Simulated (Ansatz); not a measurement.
**V5Ge: relaxing a made-up structure**

Starting from a made-up structure for V5Ge, the aim is the relaxed cell, its shortest contacts and, where a second run follows, its electronic structure.

Calculated with Ansatz 0.2.0; DFT, PBE, plane-wave PAW, files of the set soft_1, scalar-relativistic, ferromagnetic start, cell and ions relaxed at zero pressure; PAW set soft_1, in the first sound run; inputs show where later runs differ.

## (1) The starting structure

It takes space group R32 (No. 155, trigonal). The conventional cell has a = 4.775 Å, b = 4.775 Å, c = 12.829 Å, α = 90.00°, β = 90.00°, γ = 120.00°. Nearest to Ge lie 12 V at 2.59 to 2.77 Å. Nearest to V lie 8 V at 2.52 to 2.79 Å and 2 Ge at 2.59 Å. Nearest to V lie 9 V at 2.70 to 2.80 Å and 3 Ge at 2.77 Å. Farther neighbours are not listed.

## (2) Relaxation of the guess

The guessed cell has no reason to be at equilibrium. It is relaxed with the atoms, within the space group of the guess.

input.yaml reads:

```yaml
crystal:
  lattice:
    - [2.3875, 1.378423768, 4.276333333]
    - [-2.3875, 1.378423768, 4.276333333]
    - [0.0, -2.756847535, 4.276333333]
  atoms:
    - { symbol: Ge, position: [0.5, 0.5, 0.5] }
    - { symbol: V, position: [0.403800005, 0.0, 0.596199995], spin: 2.0 }
    - { symbol: V, position: [0.852700004, 0.852700004, 0.852700004], spin: 2.0 }
    - { symbol: V, position: [0.0, 0.596199995, 0.403800005], spin: 2.0 }
    - { symbol: V, position: [0.596199995, 0.403800005, 0.0], spin: 2.0 }
    - { symbol: V, position: [0.147299996, 0.147299996, 0.147299996], spin: 2.0 }
magnetization:
  spin_polarized: true
kpoints:
  mp_grid: { grid: [7, 7, 7] }
scf:
  occupations: { method: fermi_dirac, width: 0.05 }
hamiltonian:
  xc: pbe
  pseudopotentials: { kind: paw, azcp: { folder: soft_1 } }
relax:
  f_tol: 0.015
  max_steps: 70
  cell: {}
output:
  forces: true
  stress: true
```

Run with:

```bash
$ ansatz run input.yaml --threads 4 --pin off --max-ram 10240MiB --backend cpu --events-out ev --progress --plain --runs-dir out
```

Numbers of over 12 decimals in the logs are rounded to 6 here.

Output:

```text
Engine: ansatz 0.2.0, aarch64-unknown-linux-gnu
Pseudopotentials: kind: paw
Pseudopotential: Ge, paw, valence charge 14, recommended cutoff 420 eV (normal), soft_1/Ge.paw.azcp
Pseudopotential: V, paw, valence charge 13, recommended cutoff 420 eV (normal), soft_1/V.paw.azcp
Functional definition: PBE
  parameter kappa = 0.804
  parameter beta = 0.066725
  exchange = pbe_x(kappa = kappa, mu = beta*pi^2/3)
  correlation = pbe_c(beta = beta)
Crystal: 6 atoms, lattice volume = 84.440 Å³
Basis set: ecut = 420 eV, 1629 PW (Γ), exchange–correlation on 72×72×72 points (8 copies of the dense FFT grid, shifted against one another)
Bands: 54, of which v1, the nominal top of the filled ones, is band 40 counted from 1 (39 counted from 0)
Symmetry: 6 space group operations
Space group: R32 (ITA 155), of the structure as read, at distance tolerance 4.4e-5 Å
Magnetic group: BNS 155.45 (UNI 1275), of the structure as read, at distance tolerance 4.4e-5 Å
k-points: 44 of 343 (time reversal used)
Non-local potential: Ge, projectors of the file, l = 0: 2, l = 1: 2, l = 2: 3, l = 3: 1
Non-local potential: V, projectors of the file, l = 0: 3, l = 1: 2, l = 2: 3, l = 3: 1
PAW form: soft (Blöchl's): semilocal exchange-correlation on the pseudo side does not see the compensation charge
PAW one-centre angular grid: Ge, 590 points (default); XC on 64 Gauss nodes
PAW one-centre angular grid: V, 590 points (default); XC on 64 Gauss nodes
Initial density: superposition of atomic densities (chi_scale 0.1, normalization cell)
Starting moments: Σ|m| = 10 μB on 5 of 6 sites
Initial wavefunctions: pseudopotential atomic-orbital guess
Functional: x = pbe(κ = 0.804, μ = 0.219515), c = pbe(β = 0.066725)
SCF iter   1: F=—  HF=-18854.217887 eV  |F-HF|=—  |Δ(HF+E_count)|=         —  Δρ=7.87e-2 (↑7.87e-2 ↓3.88e-2)  dr2=3.47e0  dr2_m=2.23e0  M=6.106 μB ∫|m|=6.242 μB  β_m=0.30  ethr=3.10e-3  ⟨swp⟩=5.1  Hψ=14338  notcnv=0
Mixer restart at iter 1: flushing history
preconditioner: auto → Kerker (q_TF=auto, 2.698 Å⁻¹)  [metal: Δε(μ)=0.016 eV  Ē_g=10.581 eV  σ=0.050 eV  W_gap=0.08  n_scr=26 (ndim 8)  ℏωp=25.2 eV  f_vac=0.000  D(μ)=5.80/eV (n_scr^D=58)]
spin=Collinear: Kerker preconditioning applied to the charge; magnetization (m = ρ↑ − ρ↓) channel mixes plain (no charge-response kernel on spin).
SCF iter   2: F=—  HF=-18853.863923 eV  |F-HF|=—  |Δ(HF+E_count)|=   3.54e-1  Δρ=5.24e-2 (↑5.24e-2 ↓3.54e-2)  dr2=1.46e0  dr2_m=1.27e0  M=5.791 μB ∫|m|=5.930 μB  β_m=0.62  ethr=3.10e-3  ⟨swp⟩=2.6  Hψ=7621  notcnv=0  defer=331
SCF iter   3: F=—  HF=-18856.037244 eV  |F-HF|=—  |Δ(HF+E_count)|=    2.17e0  Δρ=2.02e-2 (↑1.87e-2 ↓2.02e-2)  dr2=1.55e-1  dr2_m=2.73e-1  M=4.413 μB ∫|m|=4.553 μB  β_m=0.81  ethr=1.84e-3  ⟨swp⟩=2.0  Hψ=6907  notcnv=0  defer=331
SCF iter   4: F=—  HF=-18856.872093 eV  |F-HF|=—  |Δ(HF+E_count)|=         —  Δρ=2.89e-2 (↑2.87e-2 ↓2.89e-2)  dr2=3.23e-2  dr2_m=6.29e-1  M=1.220 μB ∫|m|=1.373 μB  β_m=1.00  ethr=1.96e-4  ⟨swp⟩=2.5  Hψ=8041  notcnv=0  defer=311
Mixer restart at iter 4: flushing history
SCF iter   5: F=—  HF=-18856.898563 eV  |F-HF|=—  |Δ(HF+E_count)|=   2.65e-2  Δρ=1.01e-2 (↑1.01e-2 ↓7.23e-3)  dr2=1.06e-1  dr2_m=4.53e-2  M=0.715 μB ∫|m|=0.782 μB  β_m=0.81  ethr=6.33e-5  ⟨swp⟩=2.5  Hψ=8988  notcnv=0  defer=275
SCF iter   6: F=—  HF=-18856.922532 eV  |F-HF|=—  |Δ(HF+E_count)|=   2.40e-2  Δρ=5.68e-3 (↑5.68e-3 ↓4.96e-3)  dr2=9.92e-3  dr2_m=1.88e-2  M=0.490 μB ∫|m|=0.531 μB  β_m=0.90  ethr=6.33e-5  ⟨swp⟩=2.1  Hψ=8850  notcnv=0  defer=264
SCF iter   7: F=—  HF=-18856.922543 eV  |F-HF|=—  |Δ(HF+E_count)|=   1.05e-5  Δρ=3.20e-3 (↑3.15e-3 ↓3.20e-3)  dr2=5.84e-3  dr2_m=6.89e-3  M=0.326 μB ∫|m|=0.351 μB  β_m=0.95  ethr=1.26e-5  ⟨swp⟩=2.2  Hψ=9201  notcnv=0  defer=190
SCF iter   8: F=—  HF=-18856.921835 eV  |F-HF|=—  |Δ(HF+E_count)|=   7.08e-4  Δρ=2.09e-3 (↑2.09e-3 ↓1.14e-3)  dr2=1.12e-2  dr2_m=7.28e-4  M=0.098 μB ∫|m|=0.107 μB  β_m=0.98  ethr=7.39e-6  ⟨swp⟩=2.0  Hψ=8959  notcnv=0  defer=170
SCF iter   9: F=—  HF=-18856.921807 eV  |F-HF|=—  |Δ(HF+E_count)|=   2.79e-5  Δρ=7.83e-4 (↑5.11e-4 ↓7.83e-4)  dr2=6.15e-4  dr2_m=1.95e-4  M=0.058 μB ∫|m|=0.063 μB  β_m=0.95  ethr=7.39e-6  ⟨swp⟩=2.1  Hψ=7235  notcnv=0  defer=161
SCF iter  10: F=—  HF=-18856.921543 eV  |F-HF|=—  |Δ(HF+E_count)|=   2.64e-4  Δρ=7.33e-4 (↑5.34e-4 ↓7.33e-4)  dr2=1.80e-3  dr2_m=2.86e-5  M=0.023 μB ∫|m|=0.025 μB  β_m=0.98  ethr=7.78e-7  ⟨swp⟩=2.0  Hψ=9096  notcnv=0  defer=165
SCF iter  11: F=—  HF=-18856.921784 eV  |F-HF|=—  |Δ(HF+E_count)|=   2.41e-4  Δρ=5.44e-4 (↑3.91e-4 ↓5.44e-4)  dr2=1.16e-3  dr2_m=1.10e-5  M=0.016 μB ∫|m|=0.018 μB  β_m=0.99  ethr=7.78e-7  ⟨swp⟩=2.0  Hψ=5806  notcnv=0  defer=160
SCF iter  12: F=—  HF=-18856.921795 eV  |F-HF|=—  |Δ(HF+E_count)|=   1.09e-5  Δρ=1.11e-4 (↑8.94e-5 ↓1.11e-4)  dr2=3.89e-5  dr2_m=8.90e-7  M=0.003 μB ∫|m|=0.004 μB  β_m=0.97  ethr=7.78e-7  ⟨swp⟩=2.0  Hψ=5878  notcnv=0  defer=145
SCF iter  13: F=—  HF=-18856.921793 eV  |F-HF|=—  |Δ(HF+E_count)|=   1.31e-6  Δρ=3.45e-5 (↑3.45e-5 ↓2.24e-5)  dr2=2.65e-6  dr2_m=1.22e-7  M=0.001 μB ∫|m|=0.002 μB  β_m=0.98  ethr=4.92e-8  ⟨swp⟩=2.0  Hψ=5950  notcnv=0  defer=144
SCF iter  14: F=—  HF=-18856.921793 eV  |F-HF|=—  |Δ(HF+E_count)|=   3.32e-7  Δρ=9.56e-6 (↑9.56e-6 ↓5.70e-6)  dr2=1.04e-7  dr2_m=2.32e-8  M=0.000 μB ∫|m|=0.001 μB  β_m=0.90  ethr=3.35e-9  ⟨swp⟩=2.0  Hψ=6503  notcnv=0  defer=144
SCF iter  15: F=—  HF=-18856.921793 eV  |F-HF|=—  |Δ(HF+E_count)|=   3.73e-8  Δρ=2.84e-6 (↑2.32e-6 ↓2.84e-6)  dr2=1.39e-8  dr2_m=1.75e-9  M=-0.000 μB ∫|m|=0.000 μB  β_m=0.86  ethr=1.32e-10  ⟨swp⟩=2.0  Hψ=8128  notcnv=0  defer=144
SCF iter  16: F=—  HF=-18856.921793 eV  |F-HF|=—  |Δ(HF+E_count)|=  3.42e-10  Δρ=1.35e-6 (↑1.35e-6 ↓8.27e-7)  dr2=1.25e-9  dr2_m=5.95e-10  M=-0.000 μB ∫|m|=0.000 μB  β_m=0.77  ethr=1.76e-11  ⟨swp⟩=2.0  Hψ=6540  notcnv=0  defer=144
SCF iter  17: F=-18856.921793 eV  HF=-18856.921793 eV  |F-HF|=2.26e-9  |Δ(HF+E_count)|=   1.26e-9  Δρ=8.43e-7 (↑4.86e-7 ↓8.43e-7)  dr2=2.28e-9  dr2_m=7.52e-11  M=-0.000 μB ∫|m|=0.000 μB  ethr=1.58e-12  ⟨swp⟩=1.0  Hψ=13141  notcnv=0
WARN: the starting moments were not kept: the SCF closed with an absolute magnetisation of 7.4e-5 μB, where they sum to 10 μB in size (5 sites). That is at most 0.1 of that sum. Measured as dr2_m measures the in/out step, that magnetisation stands 8.2e-10 eV from none, at or under the dr2_threshold of 1.0e-7 eV: it is no larger than a step whose dr2_m would equal this threshold. The system may hold no moment; this SC [...]
SCF 1 converged in 17 iterations: F = -18856.921793 eV  dr2 = 2.28e-9
[...]
relax step   6: F+E_penalty+E_count = -18857.35997555 eV  Δ(F+E_penalty+E_count) = -5.829e-2 eV  max|allowed force component| = 2.522e-1 eV/Å  Δτ_max = 0.1500 Å  P = -1.143 GPa  Ω = 83.950 Å³  energy of the carried Pulay correction = +4.704e-4 eV  (10 SCF iters, dr2 threshold 6.00e-7 eV, accepted)
relax step   7: F+E_penalty+E_count = -18857.34390356 eV  Δ(F+E_penalty+E_count) = +1.607e-2 eV  max|allowed force component| = 2.227e-1 eV/Å  Δτ_max = 0.1914 Å  P = -0.253 GPa  Ω = 83.769 Å³  energy of the carried Pulay correction = +6.445e-4 eV  (11 SCF iters, dr2 threshold 6.00e-7 eV, rejected (line search))
relax step   8: F+E_penalty+E_count = -18857.39148819 eV  Δ(F+E_penalty+E_count) = -3.151e-2 eV  max|allowed force component| = 1.243e-1 eV/Å  Δτ_max = 0.0756 Å  P = -0.135 GPa  Ω = 83.446 Å³  energy of the carried Pulay correction = +9.572e-4 eV  (14 SCF iters, accepted)
relax step   9: F+E_penalty+E_count = -18857.39446096 eV  Δ(F+E_penalty+E_count) = -2.973e-3 eV  max|allowed force component| = 1.217e-2 eV/Å  Δτ_max = 0.0168 Å  P = +0.115 GPa  Ω = 83.316 Å³  energy of the carried Pulay correction = +1.083e-3 eV  (9 SCF iters, dr2 threshold 6.00e-7 eV, accepted)
relax step  10: F+E_penalty+E_count = -18857.39446777 eV  Δ(F+E_penalty+E_count) = -6.815e-6 eV  max|allowed force component| = 2.436e-4 eV/Å  Δτ_max = 0.0018 Å  P = +0.009 GPa  Ω = 83.365 Å³  energy of the carried Pulay correction = +1.036e-3 eV  (6 SCF iters, dr2 threshold 9.44e-8 eV, accepted)
relax step  11: F+E_penalty+E_count = -18857.39321261 eV  Δ(F+E_penalty+E_count) = +1.255e-3 eV  max|allowed force component| = 4.453e-4 eV/Å  Δτ_max = 0.0000 Å  P = +0.047 GPa  Ω = 83.365 Å³  stress off target by 5.08e-2 GPa  SCF on the basis re-selected at this cell (its energy is not comparable with the rows above)  (10 SCF iters)
relax step  12: F+E_penalty+E_count = -18857.39318776 eV  Δ(F+E_penalty+E_count) = +2.485e-5 eV  max|allowed force component| = 1.933e-5 eV/Å  Δτ_max = 0.0001 Å  P = +0.001 GPa  Ω = 83.388 Å³  energy of the carried Pulay correction = -2.857e-5 eV  (9 SCF iters, dr2 threshold 6.44e-9 eV, accepted)
iter 1 solved again at ethr=4.45e-8 eV; its pass at ethr=3.10e-3 eV (dr2=3.52e-5 eV) is discarded
SCF iter   1: F=—  HF=-18857.393200 eV  |F-HF|=—  |Δ(HF+E_count)|=         —  Δρ=3.58e-7 (↑3.58e-7 ↓3.51e-7)  dr2=1.34e-10  dr2_m=2.28e-13  M=-0.000 μB ∫|m|=0.000 μB  β_m=0.65  ethr=4.45e-8  ⟨swp⟩=3.0  Hψ=25770  notcnv=0
eigensolver tolerance schedule: the retry pair's looser diagonalisation over-reported the residual by 261719.02 of it (diagonalisation noise at an unbounded share of the residual, at the tolerance the schedule requests for it); recorded, not acted on — ethr = c·dr2/N_el stays at c = 1.0e-1
preconditioner: auto → Kerker (q_TF=auto, 2.186 Å⁻¹)  [metal: Δε(μ)=0.016 eV  Ē_g=9.978 eV  σ=0.050 eV  W_gap=0.08  n_scr=14 (ndim 8)  ℏωp=25.4 eV  f_vac=0.000  D(μ)=6.08/eV (n_scr^D=64)]
spin=Collinear: Kerker preconditioning applied to the charge; magnetization (m = ρ↑ − ρ↓) channel mixes plain (no charge-response kernel on spin).
SCF iter   2: F=—  HF=-18857.393210 eV  |F-HF|=—  |Δ(HF+E_count)|=   1.01e-5  Δρ=1.65e-7 (↑1.65e-7 ↓1.57e-7)  dr2=3.70e-11  dr2_m=1.13e-13  M=-0.000 μB ∫|m|=0.000 μB  β_m=0.56  ethr=1.00e-12  ⟨swp⟩=2.6  Hψ=8472  notcnv=0
SCF iter   3: F=—  HF=-18857.393210 eV  |F-HF|=—  |Δ(HF+E_count)|=  6.55e-11  Δρ=7.61e-8 (↑7.61e-8 ↓7.30e-8)  dr2=8.65e-12  dr2_m=4.57e-14  M=-0.000 μB ∫|m|=0.000 μB  β_m=0.71  ethr=1.00e-12  ⟨swp⟩=1.0  Hψ=4752  notcnv=0
SCF iter   4: F=-18857.393210 eV  HF=-18857.393210 eV  |F-HF|=1.09e-11  |Δ(HF+E_count)|=  6.55e-11  Δρ=5.56e-8 (↑5.30e-8 ↓5.56e-8)  dr2=1.50e-11  dr2_m=4.04e-15  M=-0.000 μB ∫|m|=0.000 μB  ethr=1.00e-12  ⟨swp⟩=2.0  Hψ=11553  notcnv=0
the starting moments were not kept: the SCF closed with an absolute magnetisation of 2.2e-7 μB, where they sum to 10 μB in size (5 sites). That is at most 0.1 of that sum. Measured as dr2_m measures the in/out step, that magnetisation stands 6.6e-15 eV from none, at or under the dr2_threshold of 6.0e-11 eV: it is no larger than a step whose dr2_m would equal this threshold.
SCF 13 converged in 4 iterations: F = -18857.393210 eV  dr2 = 1.50e-11
relax step  13: F+E_penalty+E_count = -18857.39321028 eV  Δ(F+E_penalty+E_count) = -2.252e-5 eV  max|allowed force component| = 1.200e-5 eV/Å  Δτ_max = 0.0000 Å  P = +0.001 GPa  Ω = 83.388 Å³  stress off target by 1.67e-3 GPa  SCF on the basis re-selected at this cell (its energy is not comparable with the rows above)  (4 SCF iters)
basis re-selected at this cell: Δ(F+E_penalty+E_count) = -2.252e-5 eV, ΔP = +0.000 GPa vs the last step (what re-selecting the basis moved, of the pressure what is left beyond the Pulay correction that the steps carried, after the strain that the cell walked since its last selection, with what the two solves' SCF thresholds leave and, on support functions, any second-order correction that the steps lacked; it is no m [...]
SCF converged after 4 iterations
Magnetization: -0.0000 μB (39.5000 up, 39.5000 down)
Absolute magnetization: 0.0000 μB (∫|ρ↑−ρ↓|, with the PAW one-centre terms)
Spin contamination: 0.0000 ħ² per cell (⟨S²⟩ above its minimum at these occupations)
Per-site moments (μB) at R_I (Å): [(1.2014164263150954e-9, 1.038954), (-4.562068660921726e-8, 0.985891), (-9.961070182853942e-9, 1.158496), (-4.562068698620646e-8, 0.985891), (-4.56206868050894e-8, 0.985891), (-9.961070030164623e-9, 1.158496)]
Free energy (F): -18857.393210 eV
Harris-Foulkes:  -18857.393210 eV  (|F-HF|=1.09e-11)
Internal energy: -18857.342414 eV  (E = F + TS)
E sigma→0 (E₀):  -18857.367812 eV
Entropy (-TS):   -0.050797 eV (-8.466 meV/atom)
Fermi energy:    16.056060 eV
--- Per-component energies (eV) ---
  E_band       = -809.853236
  E_kinetic    = 1575.239961
  E_local      = -6891.376032  (includes V_loc(G=0)·N_el)
  E_nonlocal   = 630.018961
  E_hartree    = 3014.979141
  E_xc         = -648.366118
  E_vxc        = -794.977157  (∫ρ·V_xc dr)
  E_paw        = -7644.243547  (= ΣΔE_a)
  E_vpaw       = -1358.722629  (= ΣTr[D̂ρ^β])
  E_aug_tail   = 0.005218  (compensation charges beyond the density's cutoff)
  E_ewald      = -8893.599997
  E_smearing   = -0.050797  (= −TS)
  E_closure    = -0.000000  (closes the sum)
  Σ components = -18857.393210   (vs F -18857.393210, Δ=0.00e0)
--- Forces (eV/Å), atoms counted from 1 ---
  atom   1  Ge    -0.00000000     0.00000000     0.00000000
  atom   2  V     -0.00000600    -0.00001039     0.00000000
  atom   3  V      0.00000000     0.00000000     0.00001083
  atom   4  V     -0.00000600     0.00001039    -0.00000000
  atom   5  V      0.00001200    -0.00000000     0.00000000
  atom   6  V     -0.00000000    -0.00000000    -0.00001083
  max |Σ_I F_I| component: 5.79e-19 eV/Å
--- Stress (GPa, compression-positive) ---
        0.001665      -0.000000       0.000000
       -0.000000       0.001665      -0.000000
        0.000000      -0.000000       0.000277
  P = ⅓ Tr σ = 0.0012 GPa (0.012 kbar)
--- Relaxed structure (11 steps of the walk, 9 accepted, 2 SCFs on fresh bases) ---
  F+E_penalty+E_count = -18857.39321028 eV   max|allowed force component| = 1.200e-5 eV/Å   (the final SCF, on the basis selected at the relaxed cell)
  cell:  # Å, volume = 83.3881 Å³
    - [2.390039, 1.379889, 4.214091]
    - [-2.390039, 1.379889, 4.214091]
    - [0, -2.759779, 4.214091]
  atoms:
    - { symbol: Ge, position: [0.500000, 0.500000, 0.500000] }
    - { symbol: V, position: [0.500001, 5.551115123125783e-17, 0.499999] }
    - { symbol: V, position: [0.874522, 0.874522, 0.874522] }
    - { symbol: V, position: [-1.1102230246251565e-16, 0.499999, 0.500001] }
    - { symbol: V, position: [0.499999, 0.500001, -5.551115123125783e-17] }
    - { symbol: V, position: [0.125478, 0.125478, 0.125478] }
```

Elapsed: 3.5 min, on 4 threads of Arm Neoverse V1, shared host; peak memory 0.62 GiB; 14 min of CPU time.

Relaxation path:

```
step  energy less that of the first step (eV)  largest force component (eV/Å)  pressure (GPa)  volume (Å³)
   1                                   0.0000                          1.0031           -2.25        84.44
   2                                  -0.2526                          0.4581           -0.93        83.50
   3                                  -0.2232                          1.1153            0.97        83.38
   4                                  -0.3409                          0.1502           -1.40        83.97
   5                                  -0.3799                          0.0943           -0.55        83.73
   6                                  -0.4382                          0.2522           -1.14        83.95
   7                                  -0.4221                          0.2227           -0.25        83.77
   8                                  -0.4697                          0.1243           -0.14        83.45
   9                                  -0.4727                          0.0122            0.11        83.32
  10                                  -0.4727                          0.0002            0.01        83.36
 11*                                  -0.4714                          0.0004            0.05        83.36
  12                                  -0.4714                          0.0000            0.00        83.39
 13*                                  -0.4714                          0.0000            0.00        83.39
```

Relaxation steps marked * repeat the geometry before them on a plane-wave basis chosen anew for their cell, so energy and pressure can jump there. Relaxation steps 3, 7 were tried and not accepted.

Forces are held to the 6 operations that the run works with; a distortion that breaks them can't arise in this run.

```
     cell as run  before  after  change
           a (Å)   5.088  5.037  -1.0 %
           b (Å)   5.088  5.037  -1.0 %
           c (Å)   5.088  5.037  -1.0 %
           α (°)   55.97  56.65  +1.2 %
           β (°)   55.97  56.65  +1.2 %
           γ (°)   55.97  56.65  +1.2 %
volume (Å³/atom)   14.07  13.90  -1.2 %
```

The atoms that moved most (Å, as changes of fractional coordinates times the final cell):

```
atom      dx      dy      dz  length
  V2   0.230   0.398   0.000   0.460
  V5  -0.460   0.000   0.000   0.460
  V4   0.230  -0.398   0.000   0.460
  V3   0.000   0.000   0.276   0.276
  V6   0.000   0.000  -0.276   0.276
```

This step gave:

| Item | Value |
| --- | --- |
| free energy | -18857.3932 eV |
| energy at zero smearing | -18857.3678 eV |
| smearing term TS | 0.05080 eV |
| Fermi energy | 16.06 eV |
| electrons | 79 |
| symmetry operations | 6 |
| pressure | 0.001202 GPa |

Shortest distances by pair of elements, guess and relaxed (not always the same contact):

```
 pair  guess (Å)  relaxed (Å)
  V–V      2.517        2.390
 Ge–V      2.585        2.519
Ge–Ge      4.775        4.780
```

The relaxation ends with a largest force component of 1.2e-5 eV/Å and a pressure of 0.00 GPa. No moment survives the cycle: this start ends non-magnetic.

(Continued in part 2 of 2.)

[Logs are printed without paths, hosts, clocks, repeated set-up lines and the standing remarks that a program may print on its own settings, such as how far it seeks lower states.]

[Hosts, paths, dates, database ids (printed as entryN), source tags and the programs' standing remarks are cut or masked in the printed files.]
